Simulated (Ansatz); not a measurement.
# AgC (built on the sites of a database entry of TlC): from the cell to its phonons

Wanted: vibrations and spectra of AgC (built on the sites of a database entry of TlC); the cell is already relaxed. After the zone centre comes a 4×4×4 q mesh on a 16×16×16 k mesh.

Program: Ansatz 0.2.0. Level of theory: DFT LDA, scalar-relativistic, plane waves, PAW. Results are calculated unless marked as measured.

The structure was built from a prototype and need not be the compound's stable phase.

### Step 1. The starting structure

The structure is cubic, space group Fm-3m (No. 225). The conventional cell has a = 4.521 Å, b = 4.521 Å, c = 4.521 Å, α = 90.00°, β = 90.00°, γ = 90.00°. Nearest to Ag lie 6 C at 2.26 Å. Nearest to C lie 6 Ag at 2.26 Å. Farther neighbours are not listed.

### Step 2. Modes at Γ

The cell comes from relaxations at this level that are not shown. The zone centre comes first: it holds the modes that light can see, as far as symmetry allows. No field response is asked, since the mesh shows no gap.

File input.yaml:

```yaml
crystal:
  lattice:
    - [0.0, 2.2603460705, 2.2603460705]
    - [2.2603460705, 0.0, 2.2603460705]
    - [2.2603460705, 2.2603460705, 0.0]
  atoms:
    - { symbol: Ag, position: [0.0, 0.0, 0.0] }
    - { symbol: C, position: [0.5, 0.5, 0.5] }
kpoints:
  mp_grid: { grid: [16, 16, 16] }
hamiltonian:
  xc: lda
scf:
  occupations: { method: methfessel_paxton, width: 0.15 }
output:
  eigenvalues: true
phonons:
  method: dfpt
```

Started as:

```console
$ ansatz run input.yaml --threads 4 --pin off --max-ram 7168MiB --backend cpu --events-out ev --progress --plain --runs-dir out
```

Numbers of over 12 decimals in the logs are rounded to 6 here.

Log:

```text
Engine: ansatz 0.2.0, aarch64-unknown-linux-gnu
Pseudopotentials: kind: paw
Pseudopotential: Ag, paw, valence charge 19, recommended cutoff 420 eV (normal), Ag.paw.azcp
Pseudopotential: C, paw, valence charge 4, recommended cutoff 420 eV (normal), C.paw.azcp
Functional definition: SPW92
  exchange = slater_x
  correlation = pw_c
Crystal: 2 atoms, lattice volume = 23.097 Å³
Basis set: ecut = 420 eV, 459 PW (Γ), exchange–correlation on 48×48×48 points (8 copies of the dense FFT grid, shifted against one another)
Bands: 16, of which v1, the nominal top of the filled ones, is band 12 counted from 1 (11 counted from 0)
Symmetry: 48 space group operations
k-points: 349 of 4096 (irreducible under 8 space group operations, time reversal used)
Non-local potential: Ag, projectors of the file, l = 0: 3, l = 1: 2, l = 2: 2, l = 3: 1
Non-local potential: C, projectors of the file, l = 0: 2, l = 1: 2, l = 2: 1
PAW form: soft (Blöchl's): semilocal exchange-correlation on the pseudo side does not see the compensation charge
PAW frozen core: Ag, regenerated for the run's functional, and the local potential with it (the file was generated under x = pbe(κ = 0.804, μ = 0.219515), c = pbe(β = 0.066725))
PAW frozen core: C, regenerated for the run's functional, and the local potential with it (the file was generated under x = pbe(κ = 0.804, μ = 0.219515), c = pbe(β = 0.066725))
PAW one-centre angular grid: Ag, 590 points (default); XC on 64 Gauss nodes
PAW one-centre angular grid: C, 110 points (default); XC on 64 Gauss nodes
Initial density: superposition of atomic densities (neutral atoms: chi_scale 0, normalization atom), corrected by the library's trained network
Initial wavefunctions: pseudopotential atomic-orbital guess
Functional: x = slater, c = lda
SCF iter   1: F=—  HF=-7696.775439 eV  |F-HF|=—  |Δ(HF+E_count)|=         —  Δρ=1.23e-2  dr2=2.79e-2  ethr=1.77e-3  ⟨swp⟩=4.2  Hψ=23630  notcnv=0
preconditioner: auto → none  [metal: Δε(μ)=0.010 eV  Ē_g=12.720 eV  σ=0.150 eV  W_gap=0.05  n_scr=8 (ndim 8)  ℏωp=29.9 eV  f_vac=0.000  D(μ)=1.47/eV (n_scr^D=14)  sad-step TF]
SCF iter   2: F=—  HF=-7696.770355 eV  |F-HF|=—  |Δ(HF+E_count)|=   5.08e-3  S|Δr|=    0.00e0  Δρ=5.89e-3  dr2=6.42e-3  ethr=1.21e-4  ⟨swp⟩=1.0  Hψ=8376  notcnv=0
SCF iter   3: F=—  HF=-7696.768843 eV  |F-HF|=—  |Δ(HF+E_count)|=   1.51e-3  S|Δr|=    0.00e0  Δρ=6.96e-4  dr2=7.00e-5  ethr=2.79e-5  ⟨swp⟩=2.5  Hψ=7628  notcnv=0  defer=1
SCF iter   4: F=—  HF=-7696.768823 eV  |F-HF|=—  |Δ(HF+E_count)|=   1.95e-5  S|Δr|=    0.00e0  Δρ=6.12e-5  dr2=5.13e-7  ethr=3.04e-7  ⟨swp⟩=2.4  Hψ=9438  notcnv=0  defer=1
SCF iter   5: F=—  HF=-7696.768818 eV  |F-HF|=—  |Δ(HF+E_count)|=   4.85e-6  S|Δr|=    0.00e0  Δρ=3.10e-6  dr2=1.56e-9  ethr=2.23e-9  ⟨swp⟩=2.5  Hψ=9768  notcnv=0  defer=1
SCF iter   6: F=—  HF=-7696.768818 eV  |F-HF|=—  |Δ(HF+E_count)|=  4.18e-11  S|Δr|=    0.00e0  Δρ=2.75e-7  dr2=1.33e-11  ethr=6.77e-12  ⟨swp⟩=2.7  Hψ=9697  notcnv=0  defer=1
SCF iter   7: F=-7696.768818 eV  HF=-7696.768818 eV  |F-HF|=0.00e0  |Δ(HF+E_count)|=  5.46e-12  S|Δr|=    0.00e0  Δρ=1.98e-8  dr2=5.29e-14  ethr=1.00e-12  ⟨swp⟩=5.7  Hψ=20026  notcnv=0
SCF 1 converged in 7 iterations: F = -7696.768818 eV  dr2 = 5.29e-14
  greatest PAW one-centre occupation: 1.003 electrons in one spin orbital (limit 2), on the Ag atom at site 0 (counted from 0), in its partial waves of l = 0
DFPT response loops at Γ: preconditioner auto → Kerker (q_TF=auto, 2.726 Å⁻¹) (partly filled bands, converged f_vac=0.000); β = 1.00, the filter's whole step (`scf.mixing.beta` (0.50) is not read by the response loops under this deck's `scf.mixing.preconditioner`; to damp them name `kerker` or `kerker_dos`, under which they read `scf.mixing.beta`, and type it under 1.00, their step now; both keys bind the ground state too); Broyden in place of MSR1
SCF converged after 7 iterations
Stability not checked: this state was not tested for a lower state beside it, because cold or Methfessel-Paxton smearing, or corrected tetrahedra, fill the levels in a way that the test cannot read (fill_not_monotonic; see scf.lower_state_search)
Free energy (F): -7696.768818 eV
Harris-Foulkes:  -7696.768818 eV  (|F-HF|=0.00e0)
Internal energy: -7696.766428 eV  (E = F + TS)
E sigma→0 (E₀):  -7696.768221 eV
Entropy (-TS):   -0.002390 eV (-1.195 meV/atom)
Fermi energy:    15.838960 eV
--- Per-component energies (eV) ---
  E_band       = -238.876838
  E_kinetic    = 608.553519
  E_local      = -2374.990999  (includes V_loc(G=0)·N_el)
  E_nonlocal   = 113.451478
  E_hartree    = 1060.898970
  E_xc         = -230.568082
  E_vxc        = -292.828789  (∫ρ·V_xc dr)
  E_paw        = -3858.233389  (= ΣΔE_a)
  E_vpaw       = -414.860243  (= ΣTr[D̂ρ^β])
  E_aug_tail   = 0.000270  (compensation charges beyond the density's cutoff)
  E_ewald      = -3016.665834
  E_core_change = 0.787640  (= ΣΔE_core)
  E_smearing   = -0.002390  (= −TS)
  E_closure    = 0.000000  (closes the sum)
  Σ components = -7696.768818   (vs F -7696.768818, Δ=0.00e0)
--- Band table (eV; the first three rows and the last of 349) ---
  k-point 0: bands = [... 8 lower, 10.7413, 10.7413, 16.2890, 16.2890, 16.2890, 22.4811, 29.2020, 33.0241]
  k-point 1: bands = [... 8 lower, 10.6813, 10.6813, 16.1018, 16.4160, 16.4160, 22.6761, 29.0289, 32.7908]
  k-point 2: bands = [... 8 lower, 10.6573, 10.6573, 15.6252, 16.7636, 16.7636, 23.1565, 28.4716, 32.2294]
  k-point 348: bands = [... 8 lower, 11.7840, 13.7637, 13.7637, 13.7990, 15.2909, 24.8203, 27.1571, 27.1571]
--- Phonons (Γ-DFPT): 2 representative perturbations + reference, on 349 of 4096 k-points (Σ response iterations 7) ---
  k mesh reduced under 8 symmetry operations, with k and −k counted as one. Each operation leaves every solved perturbation unchanged. A smaller set is not used because it would not reduce the number of displacements times k-points to solve
  ASR residual: 1.226e-5 → 0.000e0 eV/Å²; symmetrization residual: 2.551e-6 eV/Å²
  ASR residual per site (eV/Å²): 1.33e-7 1.23e-5
  Γ frequencies (cm⁻¹): 0.00 0.00 0.00 242.15 242.15 242.15
  non-analytic LO–TO correction: not included (Born effective charges unavailable; polar crystals: no LO–TO splitting at Γ)
```

The job ended after 8 s (4 threads of Arm Neoverse V2, shared host; peak memory 0.6 GiB).

Reading the cycles: dr2 is the Hartree energy of the density residual (eV), the measure of convergence; HF is the Harris–Foulkes estimate of the energy, which meets the free energy F at convergence.

This step gave:

| Quantity | Value |
| --- | --- |
| volume per atom | 11.55 Å³ |
| gap on the k-mesh | 0 eV |
| sum-rule residual before enforcement | 1.23e-5 eV/Å² |
| point group | m-3m |
| highest optical mode at the zone centre (no LO-TO term) | 242.2 cm⁻¹ |
| lowest optical zone-centre mode | 242.2 cm⁻¹ |

Patterns of degenerate modes are one choice out of their space. Modes at Γ, with each element's share of the kinetic energy:

| mode | frequency (cm⁻¹) | symmetry | Ag % | C % |
| --- | --- | --- | --- | --- |
| 1 | 0.0 | acoustic | 90 | 10 |
| 2 | 0.0 | acoustic | 90 | 10 |
| 3 | 0.0 | acoustic | 90 | 10 |
| 4 | 242.2 | T1u | 10 | 90 |
| 5 | 242.2 | T1u | 10 | 90 |
| 6 | 242.2 | T1u | 10 | 90 |

Displacements in mode 5 (242.2 cm⁻¹), the largest set to 1:
```
Ag1  0.00 -0.11  0.00
C2   0.00  1.00  0.00
```

Before it was imposed, the acoustic sum rule was missed by 1.2e-5 eV/Å². Small misses are needed for a sound result but don't prove that mesh and cutoff are converged. The lowest optical mode is real, 242 cm⁻¹.

### Step 3. Response at finite wavevector

Stability and thermal properties need the whole zone. Linear response on a 4×4×4 q mesh gives force constants as far as a supercell of that size would.

input.yaml, as its differences from that of step 2:

```diff
@@ -18 +18,8 @@
   method: dfpt
+  qmesh: [4, 4, 4]
+  temperatures: { t_max: 1000, t_step: 50 }
+  qpath:
+    path:
+      - [[0.0, 0.0, 0.0], [0.5, 0.0, 0.5], [0.625, 0.25, 0.625]]
+      - [[0.375, 0.375, 0.75], [0.0, 0.0, 0.0], [0.5, 0.5, 0.5], [0.5, 0.25, 0.75], [0.5, 0.0, 0.5]]
+    npoints: 10
```

Log:

```text
[...]
Crystal: 2 atoms, lattice volume = 23.097 Å³
Basis set: ecut = 420 eV, 459 PW (Γ), exchange–correlation on 48×48×48 points (8 copies of the dense FFT grid, shifted against one another)
Bands: 16, of which v1, the nominal top of the filled ones, is band 12 counted from 1 (11 counted from 0)
Symmetry: 48 space group operations
k-points: 145 of 4096
[...]
SCF iter   1: F=—  HF=-7696.775436 eV  |F-HF|=—  |Δ(HF+E_count)|=         —  Δρ=1.23e-2  dr2=2.79e-2  ethr=1.77e-3  ⟨swp⟩=4.1  Hψ=9821  notcnv=0
[...]
SCF iter   7: F=-7696.768818 eV  HF=-7696.768818 eV  |F-HF|=9.09e-13  |Δ(HF+E_count)|=  4.55e-12  S|Δr|=    0.00e0  Δρ=1.99e-8  dr2=5.41e-14  ethr=1.00e-12  ⟨swp⟩=5.8  Hψ=8370  notcnv=0
SCF 1 converged in 7 iterations: F = -7696.768818 eV  dr2 = 5.41e-14
[...]
phonons: the bands overlap, so this run is a metal and interpolates without the dipole-dipole term. If the crystal is really an insulator or semiconductor, its LO-TO splitting is missing
NSCF: frozen V_eff on 145 k-points
[...]
DFPT response loops at q = (0, 0, 0) (fractional): preconditioner auto → Kerker (q_TF=auto, 2.726 Å⁻¹) (partly filled bands, converged f_vac=0.000); β = 1.00, the filter's whole step (`scf.mixing.beta` (0.50) is not read by the response loops under this deck's `scf.mixing.preconditioner`; to damp them name `kerker` or `kerker_dos`, under which they read `scf.mixing.beta`, and type it under 1.00, their step now; both keys bind the ground state too); Broyden in place of MSR1
[...]
SCF converged after 7 iterations
[...]
Free energy (F): -7696.768818 eV
[...]
Internal energy: -7696.766428 eV  (E = F + TS)
E sigma→0 (E₀):  -7696.768221 eV
Entropy (-TS):   -0.002390 eV (-1.195 meV/atom)
Fermi energy:    15.838960 eV
[...]
--- Band table (eV; the first three rows and the last of 145) ---
  k-point 0: bands = [... 8 lower, 10.7413, 10.7413, 16.2890, 16.2890, 16.2890, 22.4811, 29.2020, 33.0241]
  k-point 1: bands = [... 8 lower, 10.6813, 10.6813, 16.1018, 16.4160, 16.4160, 22.6761, 29.0289, 32.7908]
  k-point 2: bands = [... 8 lower, 10.6573, 10.6573, 15.6252, 16.7636, 16.7636, 23.1565, 28.4716, 32.2294]
  k-point 144: bands = [... 8 lower, 11.7840, 13.7637, 13.7637, 13.7990, 15.2909, 24.8203, 27.1571, 27.1571]
--- Phonons (Γ-DFPT): 2 representative perturbations + reference (Σ response iterations 7) ---
  ASR residual: 8.991e-6 → 0.000e0 eV/Å²; symmetrization residual: 3.618e-7 eV/Å²
  ASR residual per site (eV/Å²): 5.87e-6 8.99e-6
  Γ frequencies (cm⁻¹): 0.00 0.00 0.00 242.15 242.15 242.15
--- Phonons (arbitrary-q DFPT): 8 irreducible q on the 4×4×4 mesh ---
  q = [0.0000, 0.0000, 0.0000] (star 1, of the zone-centre solve; hermiticity 3.10e-7, symmetrization 1.03e-12): -0.00 0.00 0.00 242.15 242.15 242.15
  q = [0.0000, 0.0000, 0.2500] (star 8, 2 solved perturbations on 2176 of 4096 k-point pairs; hermiticity 5.16e-8, symmetrization 1.26e-12): 44.06 44.06 126.07 195.76 195.76 283.30
[...]
q = [0.0000, 0.2500, 0.2500] (star 6, 4 solved perturbations in 3616 linear systems a pass and spin channel, the states on 1160 of 4096 k-point pairs; hermiticity 3.49e-7, symmetrization 5.11e-13): 50.96 50.96 143.96 259.12 259.12 304.52
[...]
sum rule: each row above includes the acoustic sum rule's correction from the zone centre's row sums; it moved no ω² by more than (0.45 cm⁻¹)²
  mesh force constants: q→R imaginary residual 4.25e-18; ASR residual 8.991e-6 → 0.000e0 eV/Å²; symmetrization residual 2.665e-15 eV/Å²
  interpolated dispersion: 62 rows × 6 modes
  density of states and harmonic sums: on the 24×24×24 q-mesh, interpolated from the force constants of a 4×4×4 supercell (no non-analytic term)
  largest difference from the sums on the solved wave vectors: F 9.81e-3 eV, S 1.23e-5 and C_V 3.19e-6 eV/K
  zero-point energy: 0.060601 eV/cell   skipped modes (ω ≤ 0): 320, of them read as no rigid motion or as one in doubt: 317 (8.143e-1 modes/cell left out, lowest -151.55 cm⁻¹)   left out of the sums: 1.36e-1 of the cell's modes: C_V's classical limit lies that fraction below 3 k_B per atom; for a crystal, a wire or a layer, F and S can be off by more, and a phonons.interpolated_qmesh denser along its periods is the remedy for the sampling
```

Run time: 4.4 min. Hardware: 4 threads; peak memory 3.4 GiB.

This step gave:

| Property | Result |
| --- | --- |
| sum-rule residual before enforcement | 8.99e-6 eV/Å² |
| lowest frequency on the path | -139.8 cm⁻¹ |
| highest frequency on the path or at a solved wavevector | 325.8 cm⁻¹ |
| lowest mode on the q mesh (acoustic modes at Γ apart) | -141.4 cm⁻¹ |

Frequencies (cm⁻¹) solved at each irreducible wavevector; negative means imaginary. Frequencies by wavevector, by row:

| q in reciprocal lattice units | star | mode 1 | mode 2 | mode 3 | mode 4 | mode 5 | mode 6 |
| --- | --- | --- | --- | --- | --- | --- | --- |
| 0 0 0 | 1 | 0 | 0 | 0 | 242.2 | 242.2 | 242.2 |
| 0 0 0.25 | 8 | 44.1 | 44.1 | 126.1 | 195.8 | 195.8 | 283.3 |
| 0 0 -0.5 | 4 | 134.1 | 134.1 | 158.4 | 269 | 269 | 325.8 |
| 0 0.25 0.25 | 6 | 51 | 51 | 144 | 259.1 | 259.1 | 304.5 |
| 0 0.25 -0.5 | 24 | -141.4 | -61.1 | 78.3 | 213.3 | 249.6 | 279.3 |
| 0 0.25 -0.25 | 12 | 43.3 | 128.7 | 149.8 | 272.3 | 282.3 | 308.5 |
| 0 -0.5 -0.5 | 3 | -47 | 58 | 58 | 260.1 | 277.1 | 277.1 |
| 0.25 -0.5 -0.25 | 6 | 34.1 | 34.1 | 129.2 | 287.1 | 287.1 | 316.6 |

Interpolated from a 4×4×4 q mesh. The phonon branches at the labelled points (cm⁻¹):

| point | branch 1 | branch 2 | branch 3 | branch 4 | branch 5 | branch 6 |
| --- | --- | --- | --- | --- | --- | --- |
| Γ | 0 | 0 | 0 | 242 | 242 | 242 |
| halfway | 51 | 51 | 144 | 259 | 259 | 304 |
| X | -47 | 58 | 58 | 260 | 277 | 277 |
| halfway | -102 | 45 | 67 | 252 | 257 | 285 |
| U | -140 | 51 | 92 | 237 | 248 | 302 |
| jump to K | -140 | 51 | 92 | 237 | 248 | 302 |
| halfway | 68 | 111 | 147 | 245 | 258 | 294 |
| Γ | 0 | 0 | 0 | 242 | 242 | 242 |
| halfway | 44 | 44 | 126 | 196 | 196 | 283 |
| L | 134 | 134 | 158 | 269 | 269 | 326 |
| halfway | -96 | -17 | 133 | 235 | 264 | 293 |
| W | 34 | 34 | 129 | 287 | 287 | 317 |
| halfway | -103 | 64 | 78 | 256 | 272 | 284 |
| X | -47 | 58 | 58 | 260 | 277 | 277 |

The phonon branches as a text plot (rows in cm⁻¹):

```
    316 |                  ****               ******     ***
    297 |    ****       ***    **            *      ***** ****
    277 |   *    *  ****     *** ***       **    **     ** ******
    258 |  *   *********   **  **   *    **     * *******   *****
    238 |** ***         ****    **   ****      *    ****
    219 |  *                     ****    *    *
    200 |                                 ****
    180 |
    161 |                      *               ***
    142 |    ***             ** *            **  ******
    122 |       *           **** *          *  ** **   *****
    103 |   *              *    * **       *  *     *       **
     83 |               ****     *        *  *
     64 |  *     *   ***       ***  *    *          **      *****
     44 |   ****    *  ****       ** *      *              *
     25 | **    *                   *   *                **
      6 |**       **         **      ***                 *
    -14 |        *                  **  ****          *
    -33 |                                                  *
    -52 |         *****                                **       *
    -72 |                                            *  *      *
    -91 |                   *                         **    ***
   -111 |              *
   -130 |               ****
         Γ           X  U|K            Γ         L        W     X
```

(Continued in part 2 of 2.)

[Logs are printed without paths, hosts, clocks, repeated set-up lines and the standing remarks that a program may print on its own settings, such as how far it seeks lower states.]

[Hosts, paths, dates, database ids (printed as entryN), source tags and the programs' standing remarks are cut or masked in the printed files.]
